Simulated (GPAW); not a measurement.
# Work function of Mg/Mo(110) at several levels

Wanted: work functions and dipole of Mg/Mo(110), with the cost of each level.

Main program and level: GPAW 26.7.0; GPAW, PAW setups; slab in vacuum, relaxation, in the first sound run; inputs show where later runs differ.

## (1) The starting structure

The cell holds 5 atoms: 4 Mo and 1 Mg. Cell: a = 2.728 Å, b = 2.728 Å, c = 25.384 Å, α = 90.0°, β = 90.0°, γ = 70.5°. Vacuum lies along c.

## (2) Relaxation

The atoms are relaxed first, since the surface dipole, and with it the work function, follows the positions of the outer layers. The lowest 2 atoms are held at bulk positions and keep their forces.

run.py reads:

```python
import json
import numpy as np
from ase import Atoms
from ase.constraints import FixAtoms
from ase.optimize import BFGS
from gpaw import GPAW, PW

slab = Atoms(
    ['Mo', 'Mo', 'Mo', 'Mo', 'Mg'],
    positions=[
        [0.00000, 0.00000, 8.00000],
        [2.22739, -0.00000, 10.22739],
        [0.00000, 0.00000, 12.45477],
        [2.22739, -0.00000, 14.68216],
        [3.74201, -0.00000, 17.38409]],
    cell=[[2.22739, -1.575, 0.0], [2.22739, 1.575, 0.0], [0.0, 0.0, 25.38409]],
    pbc=[True, True, False])

slab.calc = GPAW(mode=PW(400), xc='PBE', kpts={'size': (12, 12, 1), 'gamma': True},
                 occupations={'name': 'fermi-dirac', 'width': 0.1}, nbands='200%',
                 convergence={'density': 1e-05}, maxiter=200,
                 poissonsolver={'dipolelayer': 'xy'},
                 symmetry={'tolerance': 1e-3, 'extra_ids': [1, 1, 0, 0, 0]}, txt='slab.txt')
result = {}
slab.set_constraint(FixAtoms([0, 1]))
path = []
opt = BFGS(slab, maxstep=0.2)
opt.attach(lambda: path.append((slab.get_potential_energy(), slab.positions.tolist(), slab.get_forces().tolist())))
result['relaxed'] = bool(opt.run(fmax=0.03, steps=40))
result['path'] = path
energy = slab.get_potential_energy()
fermi = slab.calc.get_fermi_level()
v = slab.calc.get_electrostatic_potential().mean((0, 1)) - fermi
n = slab.calc.get_pseudo_density().mean((0, 1))
L = slab.cell[2, 2]
z = np.arange(len(v)) * L / len(v)
low, high = slab.positions[:, 2].min(), slab.positions[:, 2].max()
below, above = np.interp([low - 5.8, high + 5.8], z, v)
slopes = [np.interp(x, z, np.gradient(v, z)) for x in (low - 5.8, high + 5.8)]
eps = np.array([[slab.calc.get_eigenvalues(k, s) for k in range(len(slab.calc.get_ibz_k_points()))]
                for s in range(slab.calc.get_number_of_spins())]) - fermi
top, bottom = eps[eps < 0].max(), eps[eps > 0].min()
dipole = slab.get_dipole_moment()[2]
print(f'energy {energy:.4f} eV, Fermi level {fermi:.4f} eV, dipole {dipole:.5f} e A')
print(f'potential 5.8 A off the faces, from the Fermi level: lower {below:.4f} eV, upper {above:.4f} eV')
print(f'slope of the potential there: lower {slopes[0]:.5f}, upper {slopes[1]:.5f} eV/A')
print(f'nearest levels on the mesh: {top:.4f} and {bottom:.4f} eV')
print('magnetic moment', round(slab.get_magnetic_moment(), 3))
result.update(energy=energy, fermi=fermi, dipole=dipole, below=below, above=above, slopes=slopes, edges=[top, bottom],
              z=z.tolist(), v=v.tolist(), n=n.tolist(), positions=slab.positions.tolist(),
              forces=slab.get_forces(apply_constraint=False).tolist(), moments=slab.get_magnetic_moments().tolist())
json.dump(result, open('result.json', 'w'))
```

Command:

```
$ OMP_NUM_THREADS=1 OPENBLAS_NUM_THREADS=1 python run.py
```

Log:

```text
Step          Energy          fmax
BFGS:    0      -44.403826        0.491312
BFGS:    1      -44.409478        0.482098
BFGS:    2      -44.471350        0.416692
BFGS:    3      -44.475865        0.288872
BFGS:    4      -44.479355        0.250300
BFGS:    5      -44.501377        0.296911
BFGS:    6      -44.509177        0.379336
BFGS:    7      -44.519026        0.420264
BFGS:    8      -44.526827        0.314930
BFGS:    9      -44.533010        0.119864
BFGS:   10      -44.534006        0.118172
BFGS:   11      -44.534883        0.137259
BFGS:   12      -44.536679        0.173355
BFGS:   13      -44.540493        0.224734
BFGS:   14      -44.546499        0.254496
BFGS:   15      -44.553001        0.211324
[...]
BFGS:   19      -44.559833        0.096632
BFGS:   20      -44.560523        0.082978
BFGS:   21      -44.560884        0.064035
BFGS:   22      -44.561109        0.076227
BFGS:   23      -44.561570        0.089669
BFGS:   24      -44.562217        0.090495
BFGS:   25      -44.563151        0.068730
BFGS:   26      -44.563663        0.028832
energy -44.5086 eV, Fermi level 2.9288 eV, dipole 0.02414 e A
potential 5.8 A off the faces, from the Fermi level: lower 4.6556 eV, upper 4.0343 eV
slope of the potential there: lower -0.00024, upper 0.00029 eV/A
nearest levels on the mesh: -0.0136 and 0.0044 eV
magnetic moment 0.0
```

It took 2 h on 1 thread of Arm Neoverse V1, shared host; peak memory 0.35 GiB.

The steps of the relaxation (22 of 27):

| step | energy less that of the first step (eV) | largest force (eV/Å) |
| --- | --- | --- |
| 1 | 0.0000 | 0.4913 |
| 2 | -0.0057 | 0.4821 |
| 3 | -0.0680 | 0.4167 |
| 5 | -0.0762 | 0.2503 |
| 6 | -0.0991 | 0.2969 |
| 7 | -0.1073 | 0.3793 |
| 8 | -0.1176 | 0.4203 |
| 10 | -0.1316 | 0.1199 |
| 11 | -0.1326 | 0.1182 |
| 12 | -0.1334 | 0.1373 |
| 13 | -0.1352 | 0.1734 |
| 15 | -0.1453 | 0.2545 |
| 16 | -0.1520 | 0.2113 |
| 17 | -0.1563 | 0.1704 |
| 18 | -0.1574 | 0.1416 |
| 20 | -0.1592 | 0.0966 |
| 21 | -0.1599 | 0.0830 |
| 22 | -0.1602 | 0.0640 |
| 23 | -0.1604 | 0.0762 |
| 25 | -0.1615 | 0.0905 |
| 26 | -0.1624 | 0.0687 |
| 27 | -0.1629 | 0.0288 |

The atoms that moved most (Å):

| atom | dx | dy | dz | length |
| --- | --- | --- | --- | --- |
| Mg5 | 0.720 | 0.000 | -0.291 | 0.777 |
| Mo4 | 0.007 | 0.000 | -0.018 | 0.019 |
| Mo3 | 0.006 | 0.000 | 0.012 | 0.013 |

The relaxed structure:

```xyz
5
Lattice="2.2274 -1.5750 0.0000 2.2274 1.5750 0.0000 0.0000 0.0000 25.3841" Properties=species:S:1:pos:R:3
Mo    0.0000    0.0000    8.0000
Mo    2.2274    0.0000   10.2274
Mo    0.0058    0.0000   12.4668
Mo    2.2341    0.0000   14.6643
Mg    4.4621    0.0000   17.0932
```

This step gave:

- dipole along the normal: 0.02414 e·Å
- levels nearest the Fermi level on the mesh: -0.01355, 0.004376 eV from the Fermi level
- upper work function: 4.034 eV
- lower work function: 4.656 eV

Table of electrostatic potential energy of an electron (without an applied field's), less the Fermi level, planar mean by z:

| z (Å) | electrostatic potential energy of an electron (without an applied field's), less the Fermi level, planar mean (eV) |
| --- | --- |
| 0.0 | 4.35 |
| 0.5 | 4.66 |
| 1.0 | 4.66 |
| 1.5 | 4.66 |
| 2.0 | 4.66 |
| 2.5 | 4.66 |
| 3.0 | 4.66 |
| 3.5 | 4.65 |
| 4.0 | 4.65 |
| 4.5 | 4.64 |
| 5.0 | 4.60 |
| 5.5 | 4.48 |
| 6.0 | 4.09 |
| 6.5 | 2.82 |
| 7.0 | -1.16 |
| 7.5 | -13.5 |
| 8.0 | -27.9 |
| 8.5 | -13.7 |
| 9.0 | -2.46 |
| 9.5 | -6.71 |
| 10.0 | -24.3 |
| 10.5 | -22.8 |
| 11.0 | -5.68 |
| 11.5 | -2.86 |
| 12.0 | -15.2 |
| 12.5 | -28.3 |
| 13.0 | -12.6 |
| 13.5 | -2.51 |
| 14.0 | -8.25 |
| 14.5 | -25.9 |
| 15.0 | -20.0 |
| 15.5 | -3.97 |
| 16.0 | -0.0223 |
| 16.5 | -4.17 |
| 17.0 | -12.5 |
| 17.5 | -7.99 |
| 18.0 | -1.06 |
| 18.5 | 2.11 |
| 19.0 | 3.37 |
| 19.5 | 3.81 |
| 20.0 | 3.96 |
| 20.5 | 4.01 |
| 21.0 | 4.03 |
| 21.5 | 4.03 |
| 22.0 | 4.03 |
| 22.5 | 4.03 |
| 23.0 | 4.03 |
| 23.5 | 4.03 |
| 24.0 | 4.03 |
| 24.5 | 4.03 |
| 25.0 | 4.05 |

The pseudo valence density, planar mean oscillates, so the rows of the table below give means over windows of 2.22 Å about each position, cut where the curve ends. Its maxima inside the range that stand out by 2 % of the span (Å: e/Å³): 8.0: 1.99, 10.2: 1.94, 12.5: 1.99, 14.6: 1.95, 17.1: 1.95. Its minima: 9.1: 0.321, 11.4: 0.317, 13.5: 0.333, 16.3: 0.161.

Pseudo valence density, planar mean against z; means over each step:

| z (Å) | pseudo valence density, planar mean (e/Å³) |
| --- | --- |
| 3.33 | 8.3e-5 |
| 5.55 | 0.0158 |
| 7.77 | 0.847 |
| 9.99 | 0.896 |
| 12.21 | 0.897 |
| 14.43 | 0.894 |
| 16.65 | 0.650 |
| 18.87 | 0.0361 |
| 21.09 | 4.4e-4 |
| 23.31 | 2.7e-6 |

The relaxation lowered the energy of the cell by 0.163 eV (energies extrapolated to zero smearing; the optimiser's log prints free energies). The largest force left on a free atom is 0.029 eV/Å.

## (3) Plane waves, PBE

The work function is the vacuum plateau of the electrostatic potential less the Fermi level; a dipole layer lets the two faces have plateaus of their own.

This step: GPAW, PAW setups; slab in vacuum (GPAW 26.7.0).

Changes to run.py since step 2:

```diff
@@ -3,4 +3,2 @@
 from ase import Atoms
-from ase.constraints import FixAtoms
-from ase.optimize import BFGS
 from gpaw import GPAW, PW
@@ -12,5 +10,5 @@
         [2.22739, -0.00000, 10.22739],
-        [0.00000, 0.00000, 12.45477],
-        [2.22739, -0.00000, 14.68216],
-        [3.74201, -0.00000, 17.38409]],
+        [0.00575, 0.00000, 12.46680],
+        [2.23411, 0.00000, 14.66425],
+        [4.46209, -0.00000, 17.09317]],
     cell=[[2.22739, -1.575, 0.0], [2.22739, 1.575, 0.0], [0.0, 0.0, 25.38409]],
@@ -22,10 +20,4 @@
                  poissonsolver={'dipolelayer': 'xy'},
-                 symmetry={'tolerance': 1e-3, 'extra_ids': [1, 1, 0, 0, 0]}, txt='slab.txt')
+                 symmetry={'tolerance': 1e-3}, txt='slab.txt')
 result = {}
-slab.set_constraint(FixAtoms([0, 1]))
-path = []
-opt = BFGS(slab, maxstep=0.2)
-opt.attach(lambda: path.append((slab.get_potential_energy(), slab.positions.tolist(), slab.get_forces().tolist())))
-result['relaxed'] = bool(opt.run(fmax=0.03, steps=40))
-result['path'] = path
 energy = slab.get_potential_energy()
```

Log:

```text
energy -44.5086 eV, Fermi level 2.9288 eV, dipole 0.02416 e A
potential 5.8 A off the faces, from the Fermi level: lower 4.6554 eV, upper 4.0343 eV
slope of the potential there: lower -0.00024, upper 0.00029 eV/A
nearest levels on the mesh: -0.0136 and 0.0044 eV
magnetic moment 0.0
```

The job ended after 5.5 min (1 thread; peak memory 0.34 GiB).

Numbers from this step:

```
dipole along the normal                    : 0.02416 e·Å
levels nearest the Fermi level on the mesh : -0.01355, 0.004373 eV from the Fermi level
lower work function                        : 4.655 eV
```

The electrostatic potential energy of an electron (without an applied field's), less the Fermi level, planar mean oscillates, so the rows of the table below give means over windows of 2.22 Å about each position, cut where the curve ends. Its maxima inside the range that stand out by 2 % of the span (Å: eV): 9.1: -2.09, 11.3: -2.16, 13.5: -2.32, 16.0: 0.0321. Its minima: 8.0: -28.0, 10.3: -28.5, 12.5: -28.5, 14.7: -28.0, 17.1: -12.9.

Table of electrostatic potential energy of an electron (without an applied field's), less the Fermi level, planar mean by z; means over each step:

| z (Å) | electrostatic potential energy of an electron (without an applied field's), less the Fermi level, planar mean (eV) |
| --- | --- |
| 1.11 | 4.63 |
| 3.33 | 4.65 |
| 5.55 | 4.15 |
| 7.77 | -12.8 |
| 9.99 | -13.6 |
| 12.21 | -13.6 |
| 14.43 | -13.3 |
| 16.65 | -5.71 |
| 18.87 | 2.21 |
| 21.09 | 4.02 |
| 23.31 | 4.03 |

The pseudo valence density, planar mean oscillates, so the rows of the table below give means over windows of 2.22 Å about each position, cut where the curve ends. Its maxima inside the range that stand out by 2 % of the span (Å: e/Å³): 8.0: 1.99, 10.2: 1.94, 12.5: 1.99, 14.6: 1.95, 17.1: 1.95. Its minima: 9.1: 0.321, 11.4: 0.317, 13.5: 0.333, 16.3: 0.161.

The pseudo valence density, planar mean by z; means over each step:

z (Å), pseudo valence density, planar mean (e/Å³) and a bar:
```
     3.33       0.00 
     5.55       0.02 #
     7.77       0.85 ############################
     9.99       0.90 ##############################
    12.21       0.90 ##############################
    14.43       0.89 ##############################
    16.65       0.65 ######################
    18.87       0.04 #
    21.09       0.00 
    23.31       0.00
```

Force by atom:

| atom | x (eV/Å) | y (eV/Å) | z (eV/Å) | size |
| --- | --- | --- | --- | --- |
| Mo1 | 0.000 | 0.000 | 0.503 | 0.503 |
| Mo2 | 0.018 | 0.000 | -0.513 | 0.513 |
| Mo3 | -0.014 | 0.000 | -0.004 | 0.015 |
| Mo4 | -0.003 | 0.000 | 0.029 | 0.029 |
| Mg5 | 0.000 | 0.000 | -0.017 | 0.017 |

The potential is flat to 2.9e-4 eV/Å where it is read, so the vacuum is wide enough.

## (4) OptPBE vdW: xc = "optPBE-vdW"

The same geometry under optPBE-vdW, to see how far the functional moves the levels against the vacuum (the van der Waals functionals take revPBE setups).

Changes to run.py since step 3:

```diff
@@ -16,3 +16,3 @@
 
-slab.calc = GPAW(mode=PW(400), xc='PBE', kpts={'size': (12, 12, 1), 'gamma': True},
+slab.calc = GPAW(mode=PW(400), xc='optPBE-vdW', kpts={'size': (12, 12, 1), 'gamma': True},
                  occupations={'name': 'fermi-dirac', 'width': 0.1}, nbands='200%',
```

Log:

```text
energy -103.1151 eV, Fermi level 2.8570 eV, dipole 0.02704 e A
potential 5.8 A off the faces, from the Fermi level: lower 4.8320 eV, upper 4.1366 eV
slope of the potential there: lower -0.00035, upper 0.00048 eV/A
nearest levels on the mesh: -0.0043 and 0.0047 eV
magnetic moment 0.0
```

Run time: 6 min. Hardware: 1 thread; peak memory 0.47 GiB.

This step gave:

* dipole along the normal: 0.02704 e·Å
* levels nearest the Fermi level on the mesh: -0.004278, 0.004731 eV from the Fermi level
* upper work function: 4.137 eV
* lower work function: 4.832 eV

The electrostatic potential energy of an electron (without an applied field's), less the Fermi level, planar mean oscillates, so the rows of the table below give means over windows of 2.22 Å about each position, cut where the curve ends. Its maxima inside the range that stand out by 2 % of the span (Å: eV): 9.1: -2.16, 11.3: -2.22, 13.5: -2.39, 16.0: -0.0372. Its minima: 8.0: -27.9, 10.3: -28.4, 12.5: -28.4, 14.7: -27.9, 17.1: -12.9.

Electrostatic potential energy of an electron (without an applied field's), less the Fermi level, planar mean against z; means over each step:

| z (Å) | electrostatic potential energy of an electron (without an applied field's), less the Fermi level, planar mean (eV) |
| --- | --- |
| 1.11 | 4.80 |
| 3.33 | 4.83 |
| 5.55 | 4.27 |
| 7.77 | -12.7 |
| 9.99 | -13.6 |
| 12.21 | -13.5 |
| 14.43 | -13.3 |
| 16.65 | -5.75 |
| 18.87 | 2.24 |
| 21.09 | 4.12 |
| 23.31 | 4.14 |

Table of pseudo valence density, planar mean by z:

| z (Å) | pseudo valence density, planar mean (e/Å³) |
| --- | --- |
| 3.5 | 7.1e-5 |
| 4.0 | 2.1e-4 |
| 4.5 | 6.4e-4 |
| 5.0 | 0.00192 |
| 5.5 | 0.00572 |
| 6.0 | 0.0180 |
| 6.5 | 0.0540 |
| 7.0 | 0.182 |
| 7.5 | 0.780 |
| 8.0 | 1.94 |
| 8.5 | 0.779 |
| 9.0 | 0.337 |
| 9.5 | 0.457 |
| 10.0 | 1.52 |
| 10.5 | 1.40 |
| 11.0 | 0.417 |
| 11.5 | 0.338 |
| 12.0 | 0.867 |
| 12.5 | 1.95 |
| 13.0 | 0.737 |
| 13.5 | 0.338 |
| 14.0 | 0.531 |
| 14.5 | 1.70 |
| 15.0 | 1.20 |
| 15.5 | 0.333 |
| 16.0 | 0.170 |
| 16.5 | 0.237 |
| 17.0 | 1.70 |
| 17.5 | 0.611 |
| 18.0 | 0.0847 |
| 18.5 | 0.0407 |
| 19.0 | 0.0168 |
| 19.5 | 0.00623 |
| 20.0 | 0.00225 |
| 20.5 | 8.0e-4 |
| 21.0 | 2.9e-4 |
| 21.5 | 1.1e-4 |

Force by atom:

| atom | x (eV/Å) | y (eV/Å) | z (eV/Å) | size |
| --- | --- | --- | --- | --- |
| Mo1 | 0.000 | 0.000 | 0.250 | 0.250 |
| Mo2 | 0.017 | 0.000 | -0.491 | 0.491 |
| Mo3 | -0.014 | 0.000 | -0.017 | 0.022 |
| Mo4 | -0.003 | 0.000 | 0.183 | 0.183 |
| Mg5 | 0.000 | 0.000 | 0.073 | 0.073 |

The upper face's work function is 4.137 eV, against 4.034 eV in the first plane-wave PBE run at this geometry.

## (5) Self-consistent run: xc = "vdW-DF2"

The same geometry under vdW-DF2, to see how far the functional moves the levels against the vacuum (the van der Waals functionals take revPBE setups).

Changes to run.py since step 4:

```diff
@@ -16,3 +16,3 @@
 
-slab.calc = GPAW(mode=PW(400), xc='optPBE-vdW', kpts={'size': (12, 12, 1), 'gamma': True},
+slab.calc = GPAW(mode=PW(400), xc='vdW-DF2', kpts={'size': (12, 12, 1), 'gamma': True},
                  occupations={'name': 'fermi-dirac', 'width': 0.1}, nbands='200%',
```

Log:

```text
energy -391.0147 eV, Fermi level 2.9037 eV, dipole 0.03045 e A
potential 5.8 A off the faces, from the Fermi level: lower 4.9308 eV, upper 4.1475 eV
slope of the potential there: lower -0.00031, upper 0.00056 eV/A
nearest levels on the mesh: -0.0041 and 0.0140 eV
magnetic moment 0.0
```

Wall time 14 min (1 thread); peak memory 0.47 GiB.

Numbers from this step:

| Property | Result |
| --- | --- |
| dipole along the normal | 0.03045 e·Å |
| levels nearest the Fermi level on the mesh | -0.004081, 0.01395 eV from the Fermi level |
| upper work function | 4.147 eV |
| lower work function | 4.931 eV |

The upper face's work function is 4.147 eV, against 4.034 eV in the first plane-wave PBE run at this geometry.

## (6) Self-consistent run: xc = "LDA"

The same geometry under LDA, to see how far the functional moves the levels against the vacuum.

Changes to run.py since step 5:

```diff
@@ -16,3 +16,3 @@
 
-slab.calc = GPAW(mode=PW(400), xc='vdW-DF2', kpts={'size': (12, 12, 1), 'gamma': True},
+slab.calc = GPAW(mode=PW(400), xc='LDA', kpts={'size': (12, 12, 1), 'gamma': True},
                  occupations={'name': 'fermi-dirac', 'width': 0.1}, nbands='200%',
```

Log:

```text
energy -49.5032 eV, Fermi level 2.6982 eV, dipole 0.03048 e A
potential 5.8 A off the faces, from the Fermi level: lower 4.9506 eV, upper 4.1665 eV
slope of the potential there: lower -0.00022, upper 0.00027 eV/A
nearest levels on the mesh: -0.0011 and 0.0005 eV
magnetic moment 0.0
```

The job ended after 5.8 min (1 thread; peak memory 0.34 GiB).

This step gave:

- dipole along the normal: 0.03048 e·Å
- levels nearest the Fermi level on the mesh: -0.001147, 5.45e-4 eV from the Fermi level
- upper work function: 4.167 eV
- lower work function: 4.951 eV

The upper face's work function is 4.167 eV, against 4.034 eV in the first plane-wave PBE run at this geometry.

## (7) Self-consistent run: xc = "revPBE"

The same geometry under revPBE, to see how far the functional moves the levels against the vacuum.

Changes to run.py since step 6:

```diff
@@ -16,3 +16,3 @@
 
-slab.calc = GPAW(mode=PW(400), xc='LDA', kpts={'size': (12, 12, 1), 'gamma': True},
+slab.calc = GPAW(mode=PW(400), xc='revPBE', kpts={'size': (12, 12, 1), 'gamma': True},
                  occupations={'name': 'fermi-dirac', 'width': 0.1}, nbands='200%',
```

Log:

```text
energy -42.6025 eV, Fermi level 3.0053 eV, dipole 0.02170 e A
potential 5.8 A off the faces, from the Fermi level: lower 4.5283 eV, upper 3.9706 eV
slope of the potential there: lower -0.00026, upper 0.00031 eV/A
nearest levels on the mesh: -0.0153 and 0.0041 eV
magnetic moment 0.0
```

Wall time 5.4 min (1 thread); peak memory 0.34 GiB.

Numbers from this step:

| Quantity | Value |
| --- | --- |
| dipole along the normal | 0.02170 e·Å |
| levels nearest the Fermi level on the mesh | -0.01529, 0.004136 eV from the Fermi level |
| upper work function | 3.971 eV |
| lower work function | 4.528 eV |

The upper face's work function is 3.971 eV, against 4.034 eV in the first plane-wave PBE run at this geometry.

## (8) Self-consistent run: xc = "RPBE"

The same geometry under RPBE, to see how far the functional moves the levels against the vacuum.

Changes to run.py since step 7:

```diff
@@ -16,3 +16,3 @@
 
-slab.calc = GPAW(mode=PW(400), xc='revPBE', kpts={'size': (12, 12, 1), 'gamma': True},
+slab.calc = GPAW(mode=PW(400), xc='RPBE', kpts={'size': (12, 12, 1), 'gamma': True},
                  occupations={'name': 'fermi-dirac', 'width': 0.1}, nbands='200%',
```

Log:

```text
energy -42.1169 eV, Fermi level 3.0216 eV, dipole 0.02096 e A
potential 5.8 A off the faces, from the Fermi level: lower 4.5077 eV, upper 3.9692 eV
slope of the potential there: lower -0.00026, upper 0.00032 eV/A
nearest levels on the mesh: -0.0159 and 0.0044 eV
magnetic moment 0.0
```

The job ended after 5.6 min (1 thread; peak memory 0.34 GiB).

Numbers from this step:

```yaml
dipole_along_the_normal: 0.02096 e·Å
levels_nearest_the_fermi_level_on_the_mesh: -0.01594, 0.004407 eV from the Fermi level
upper_work_function: 3.969 eV
lower_work_function: 4.508 eV
```

The upper face's work function is 3.969 eV, against 4.034 eV in the first plane-wave PBE run at this geometry.

(Part 1 of 2 ends here.)

[Logs are printed without paths, hosts, clocks, repeated set-up lines and the standing remarks that a program may print on its own settings, such as how far it seeks lower states.]

[Hosts, paths, dates, database ids (printed as entryN), source tags and the programs' standing remarks are cut or masked in the printed files.]
